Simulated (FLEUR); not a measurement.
# Cobalt: orders along a scan of the ratio c/a

Wanted: the trend of the moments of Cobalt with the ratio c/a.

Program: FLEUR MaX-R8.1. Level of theory: PBE; all-electron FLAPW, Dirac cores, scalar-relativistic bands. Results are calculated unless marked as measured.

Most raw output is cut from this account.

## (1) The structure

It takes space group P6_3/mmc (No. 194, hexagonal). The conventional cell has a = 2.507 Å, b = 2.507 Å, c = 4.070 Å, α = 90.00°, β = 90.00°, γ = 120.00°. Co has 12 Co at 2.50 to 2.51 Å nearest.

## (2) Factor 1, start ferro ++

The scan starts at the cell as given.

Lengths along (0, 0, 1) take the factor and those normal to it its inverse root, so the volume stays. Atoms keep their fractional places. Spheres, Kmax and the mesh are the same at all points, the spheres being those of the tightest cell. inpgen writes inp.xml from crystal.txt; cutoffs, mixing, functional, smearing and local orbitals are then set in the file. The k list default-1 (kpts.xml, not shown) is a Γ-centred 14×14×8 mesh; where the ranks do not divide the number of points, some are split in two of half the weight.

Input file inp.xml:

```
<?xml version="1.0" encoding="UTF-8" standalone="no"?>
<fleurInput fleurInputVersion="0.39">
   <comment>
      Co
   </comment>
   <calculationSetup>
      <cutoffs Kmax="3.73" Gmax="11.2" GmaxXC="11.2" numbands="0"/>
      <scfLoop itmax="110" minDistance="0.00002" maxIterBroyd="15" imix="Anderson" alpha="0.05" precondParam="0.0" spinf="2.0" sdNocoIR="T"/>
      <coreElectrons ctail="T" frcor="F" kcrel="0" coretail_lmax="0"/>
      <xcFunctional name="pbe" relativisticCorrections="F"/>
      <magnetism jspins="2"/>
      <soc l_soc="F" theta="0.0" phi="0.0" spav="F"/>
      <expertModes spex="0" secvar="F"/>
      <geometryOptimization l_f="F" forcealpha="1.0" forcemix="BFGS" epsdisp="0.00001" epsforce="0.00001"/>
      <ldaU l_linMix="F" mixParam="0.05" spinf="1.0"/>
   </calculationSetup>
   <cell>
      <bzIntegration valenceElectrons="34.0" mode="hist" fermiSmearingEnergy="0.00183747">
         <kPointListSelection listName="default-1"/>
         <xi:include xmlns:xi="http://www.w3.org/2001/XInclude" href="kpts.xml"> </xi:include>
      </bzIntegration>
      <xi:include xmlns:xi="http://www.w3.org/2001/XInclude" href="sym.xml"> </xi:include>
      <bulkLattice scale="1.0">
         <bravaisMatrix>
            <row-1>    4.7382992847653478     0.0000000000188973     0.0000000000000000</row-1>
            <row-2>   -2.3691496423921228     4.1034875513345304     0.0000000000000000</row-2>
            <row-3>    0.0000000000000000     0.0000000000000000     7.6909963545095392</row-3>
         </bravaisMatrix>
      </bulkLattice>
   </cell>
   <atomSpecies>
      <species name="Cobalt (Co2.000" element="Co" atomicNumber="27">
         <mtSphere radius="2.2" gridPoints="727" logIncrement="0.017"/>
         <atomicCutoffs lmax="8" lnonsphr="6"/>
         <electronConfig flipSpins="F">
            <coreConfig>(1s1/2) (2s1/2) (2p1/2) (2p3/2)</coreConfig>
            <valenceConfig>(3s1/2) (3p1/2) (3p3/2) (4s1/2) (3d3/2) (3d5/2)</valenceConfig>
            <stateOccupation state="(3d3/2)" spinUp="1.5" spinDown="1.3"/>
            <stateOccupation state="(3d5/2)" spinUp="3.0" spinDown="1.2"/>
         </electronConfig>
         <energyParameters s="4" p="4" d="3" f="4"/>
         <lo type="SCLO" l="0" n="3" eDeriv="0"/>
         <lo type="SCLO" l="1" n="3" eDeriv="0"/>
      </species>
   </atomSpecies>
   <atomGroups>
      <atomGroup species="Cobalt (Co2.000">
         <relPos label="                   1">1.000/3.000 -1.000/3.000 1.000/4.000</relPos>
         <relPos label="                   2">-1.000/3.000 1.000/3.000 -1.000/4.000</relPos>
         <force calculate="T" relaxXYZ="TTT"/>
      </atomGroup>
   </atomGroups>
   <output dos="F" band="F" slice="F">
      <bandDOS minEnergy="-.5*Htr" maxEnergy="0.5*Htr" sigma="0.015" storeEVData="T"/>
      <plotting iplot="0" polar="F">
         <plot TwoD="T" vec1="  1.0  0.0  0.0" vec2="  0.0  1.0  0.0" vec3="  0.0  0.0  1.0" zero="  0.0  0.0  0.0" file="plot"/>
      </plotting>
      <moessbauerParams electricFieldGradient="F" isomerShift="F" coreHyperfine="F" valenceHyperfine="F"/>
   </output>
</fleurInput>
```

Input file crystal.txt:

```
Co
&input film=F cartesian=F /
2.50739999997  0.00000000001  0.00000000000
-1.25369999999  2.17147209742  0.00000000000
0.00000000000  0.00000000000  4.06990000000
1.8897261246
1.0 1.0 1.0

2
27 0.33333333333  0.66666666667  0.25000000000 : 2.000
27 0.66666666667  0.33333333333  0.75000000000 : 2.000

&kpt div1=14 div2=14 div3=8 gamma=T /
```

The run is started by

```console
OMP_NUM_THREADS=1 inpgen -f crystal.txt > inpgen.log  # inp.xml is then edited as shown
OMP_NUM_THREADS=1 mpirun -n 4 fleur_MPI > fleur.log
```

Wall time 12 s (4 MPI ranks of Arm Neoverse V2, shared host); peak memory 0.18 GiB.

Read from the output:

| Item | Value |
| --- | --- |
| free energy | -75836.8004 eV |
| program's band gap on this mesh (in a metal only a level spacing) | 0.003694 eV |
| magnetization | 3.221 μB |
| final state | ferromagnetic |
| largest moment | 1.687 μB |

After 19 cycles the largest moment stands at 1.69 μB.

## (3) Factor 1, start antiferro +-

inp.xml, as its differences from that of step 2:

```diff
@@ -44,2 +44,15 @@
       </species>
+      <species name="Cobalt (Co-2.000" element="Co" atomicNumber="27">
+         <mtSphere radius="2.2" gridPoints="727" logIncrement="0.017"/>
+         <atomicCutoffs lmax="8" lnonsphr="6"/>
+         <electronConfig flipSpins="F">
+            <coreConfig>(1s1/2) (2s1/2) (2p1/2) (2p3/2)</coreConfig>
+            <valenceConfig>(3s1/2) (3p1/2) (3p3/2) (4s1/2) (3d3/2) (3d5/2)</valenceConfig>
+            <stateOccupation state="(3d3/2)" spinUp="1.3" spinDown="1.5"/>
+            <stateOccupation state="(3d5/2)" spinUp="1.2" spinDown="3.0"/>
+         </electronConfig>
+         <energyParameters s="4" p="4" d="3" f="4"/>
+         <lo type="SCLO" l="0" n="3" eDeriv="0"/>
+         <lo type="SCLO" l="1" n="3" eDeriv="0"/>
+      </species>
    </atomSpecies>
@@ -48,2 +61,5 @@
          <relPos label="                   1">1.000/3.000 -1.000/3.000 1.000/4.000</relPos>
+         <force calculate="T" relaxXYZ="TTT"/>
+      </atomGroup>
+      <atomGroup species="Cobalt (Co-2.000">
          <relPos label="                   2">-1.000/3.000 1.000/3.000 -1.000/4.000</relPos>
```

crystal.txt, as its differences from that of step 2:

```diff
@@ -10,3 +10,3 @@
 27 0.33333333333  0.66666666667  0.25000000000 : 2.000
-27 0.66666666667  0.33333333333  0.75000000000 : 2.000
+27 0.66666666667  0.33333333333  0.75000000000 : -2.000
```

Elapsed: 25 s, on 4 MPI ranks; peak memory 0.22 GiB; 99 s of CPU time.

Read from the output:

```
free energy                                                       : -75836.3413 eV
program's band gap on this mesh (in a metal only a level spacing) : 1.69e-7 eV
magnetization                                                     : 0 μB
final state                                                       : antiferromagnetic
largest moment                                                    : 1.039 μB
```

After 29 cycles the largest moment stands at 1.04 μB.

## (4) Factor 1.1, start ferro ++

The farthest finished point is shown in full.

inp.xml, as its differences from that of step 3:

```diff
@@ -24,5 +24,5 @@
          <bravaisMatrix>
-            <row-1>    4.7382992847653478     0.0000000000188973     0.0000000000000000</row-1>
-            <row-2>   -2.3691496423921228     4.1034875513345304     0.0000000000000000</row-2>
-            <row-3>    0.0000000000000000     0.0000000000000000     7.6909963545095392</row-3>
+            <row-1>    4.5177911047375465    -0.0000000000377945     0.0000000000000000</row-1>
+            <row-2>   -2.2588955523309786     3.9125218657257719     0.0000000000000000</row-2>
+            <row-3>    0.0000000000000000     0.0000000000000000     8.4600959899604931</row-3>
          </bravaisMatrix>
@@ -44,15 +44,2 @@
       </species>
-      <species name="Cobalt (Co-2.000" element="Co" atomicNumber="27">
-         <mtSphere radius="2.2" gridPoints="727" logIncrement="0.017"/>
-         <atomicCutoffs lmax="8" lnonsphr="6"/>
-         <electronConfig flipSpins="F">
-            <coreConfig>(1s1/2) (2s1/2) (2p1/2) (2p3/2)</coreConfig>
-            <valenceConfig>(3s1/2) (3p1/2) (3p3/2) (4s1/2) (3d3/2) (3d5/2)</valenceConfig>
-            <stateOccupation state="(3d3/2)" spinUp="1.3" spinDown="1.5"/>
-            <stateOccupation state="(3d5/2)" spinUp="1.2" spinDown="3.0"/>
-         </electronConfig>
-         <energyParameters s="4" p="4" d="3" f="4"/>
-         <lo type="SCLO" l="0" n="3" eDeriv="0"/>
-         <lo type="SCLO" l="1" n="3" eDeriv="0"/>
-      </species>
    </atomSpecies>
@@ -61,5 +48,2 @@
          <relPos label="                   1">1.000/3.000 -1.000/3.000 1.000/4.000</relPos>
-         <force calculate="T" relaxXYZ="TTT"/>
-      </atomGroup>
-      <atomGroup species="Cobalt (Co-2.000">
          <relPos label="                   2">-1.000/3.000 1.000/3.000 -1.000/4.000</relPos>
```

Input file crystal.txt:

```
Co
&input film=F cartesian=F /
2.39071209628  -0.00000000002  0.00000000000
-1.19535604812  2.07041740853  0.00000000000
0.00000000000  0.00000000000  4.47689000000
1.8897261246
1.0 1.0 1.0

2
27 0.33333333333  0.66666666667  0.25000000000 : 2.000
27 0.66666666667  0.33333333333  0.75000000000 : 2.000

&kpt div1=14 div2=14 div3=8 gamma=T /
```

Run time: 12 s. Hardware: 4 MPI ranks; peak memory 0.19 GiB.

Spin moment in the muffin-tin sphere by atom:

```tsv
atom	spin moment in the muffin-tin sphere (μB)
Co1	1.70
Co2	1.70
```

Read from the output:

| Quantity | Value |
| --- | --- |
| free energy | -75836.5197 eV |
| program's band gap on this mesh (in a metal only a level spacing) | 0 eV |
| magnetization | 3.264 μB |
| final state | ferromagnetic |

After 19 cycles the largest moment stands at 1.70 μB.

## (5) Factor 1.1, start antiferro +-

inp.xml, as its differences from that of step 4:

```diff
@@ -44,2 +44,15 @@
       </species>
+      <species name="Cobalt (Co-2.000" element="Co" atomicNumber="27">
+         <mtSphere radius="2.2" gridPoints="727" logIncrement="0.017"/>
+         <atomicCutoffs lmax="8" lnonsphr="6"/>
+         <electronConfig flipSpins="F">
+            <coreConfig>(1s1/2) (2s1/2) (2p1/2) (2p3/2)</coreConfig>
+            <valenceConfig>(3s1/2) (3p1/2) (3p3/2) (4s1/2) (3d3/2) (3d5/2)</valenceConfig>
+            <stateOccupation state="(3d3/2)" spinUp="1.3" spinDown="1.5"/>
+            <stateOccupation state="(3d5/2)" spinUp="1.2" spinDown="3.0"/>
+         </electronConfig>
+         <energyParameters s="4" p="4" d="3" f="4"/>
+         <lo type="SCLO" l="0" n="3" eDeriv="0"/>
+         <lo type="SCLO" l="1" n="3" eDeriv="0"/>
+      </species>
    </atomSpecies>
@@ -48,2 +61,5 @@
          <relPos label="                   1">1.000/3.000 -1.000/3.000 1.000/4.000</relPos>
+         <force calculate="T" relaxXYZ="TTT"/>
+      </atomGroup>
+      <atomGroup species="Cobalt (Co-2.000">
          <relPos label="                   2">-1.000/3.000 1.000/3.000 -1.000/4.000</relPos>
```

crystal.txt, as its differences from that of step 4:

```diff
@@ -10,3 +10,3 @@
 27 0.33333333333  0.66666666667  0.25000000000 : 2.000
-27 0.66666666667  0.33333333333  0.75000000000 : 2.000
+27 0.66666666667  0.33333333333  0.75000000000 : -2.000
```

Elapsed: 24 s, on 4 MPI ranks; peak memory 0.22 GiB; 96 s of CPU time.

Read from the output:

| Quantity | Value |
| --- | --- |
| free energy | -75836.1885 eV |
| program's band gap on this mesh (in a metal only a level spacing) | 0.004692 eV |
| magnetization | 0 μB |
| final state | antiferromagnetic |
| largest moment | 1.481 μB |

After 28 cycles the largest moment stands at 1.48 μB.

## (6) All points

In all 18 runs were made at the factors 0.9, 0.93, 0.96, 0.98, 1, 1.02, 1.04, 1.07 and 1.1, of which 18 converged. The tables hold the factors at which the parallel start converged, and CPU times count converged runs alone. Differences are of free energies.

Final states:

```tsv
factor on c at fixed volume	ferro ++	antiferro +-	CPU time (s)
0.9	ferromagnetic	antiferromagnetic	137.1
0.93	ferromagnetic	antiferromagnetic	156.9
0.96	ferromagnetic	antiferromagnetic	168.4
0.98	ferromagnetic	antiferromagnetic	187.6
1	ferromagnetic	antiferromagnetic	147.6
1.02	ferromagnetic	antiferromagnetic	150.5
1.04	ferromagnetic	antiferromagnetic	158
1.07	ferromagnetic	antiferromagnetic	140.9
1.1	ferromagnetic	antiferromagnetic	145.6
```

The energy over the lowest point, ferro ++ by factor on c at fixed volume:

```tsv
factor on c at fixed volume	energy over the lowest point, ferro ++ (meV a primitive cell)
0.9000	290
0.9300	140
0.9600	41.8
0.9800	7.79
1.0000	0
1.0200	16.0
1.0400	52.9
1.0700	146
1.1000	281
```

Largest sphere moment against factor on c at fixed volume:

```tsv
factor on c at fixed volume	ferro ++ (μB)	antiferro +- (μB)
0.9000	1.68	0.683
0.9300	1.69	0.747
0.9600	1.69	0.820
0.9800	1.69	0.908
1.0000	1.69	1.04
1.0200	1.69	1.18
1.0400	1.70	1.30
1.0700	1.70	1.41
1.1000	1.70	1.48
```

Table of net moment, ferro ++ by factor on c at fixed volume:

```tsv
factor on c at fixed volume	net moment, ferro ++ (μB a primitive cell)
0.9000	3.22
0.9300	3.23
0.9600	3.23
0.9800	3.23
1.0000	3.22
1.0200	3.23
1.0400	3.25
1.0700	3.25
1.1000	3.26
```

Table of energy less that of the parallel start, antiferro +- by factor on c at fixed volume:

```tsv
factor on c at fixed volume	energy less that of the parallel start, antiferro +- (meV a seeded atom)
0.9000	204
0.9300	217
0.9600	227
0.9800	231
1.0000	230
1.0200	223
1.0400	213
1.0700	190
1.1000	166
```

## (7) What came out

```json
{
  "largest moment, parallel start": "1.68 μB at 0.9, 1.70 μB at 1.1",
  "net moment, parallel start": "3.22 to 3.26 μB a primitive cell",
  "start antiferro +- less the parallel start": "+204.5 meV at 0.9, +165.6 meV at 1.1, a seeded atom"
}
```

In words: The largest moment of the parallel start goes from 1.68 μB at 0.9 to 1.70 μB at 1.1. Its energy is least at 1 of the points run. The start antiferro +- lies over the parallel start at every point where both finished. The opposed order is one of several, taken for its small cell; another can lie lower, so the scan does not name the ground state. Atoms were not relaxed at any point.

[Logs and program files are shortened in this print: banners, set-up blocks, solver, clock and traceback lines can be left out without a mark of their own.]

[Logs are printed without paths, hosts, clocks, repeated set-up lines and the standing remarks that a program may print on its own settings, such as how far it seeks lower states.]

[Hosts, paths, dates, database ids (printed as entryN), source tags and the programs' standing remarks are cut or masked in the printed files.]

[Where a cell is said to come from a database of computed structures, the database is the Materials Project.]
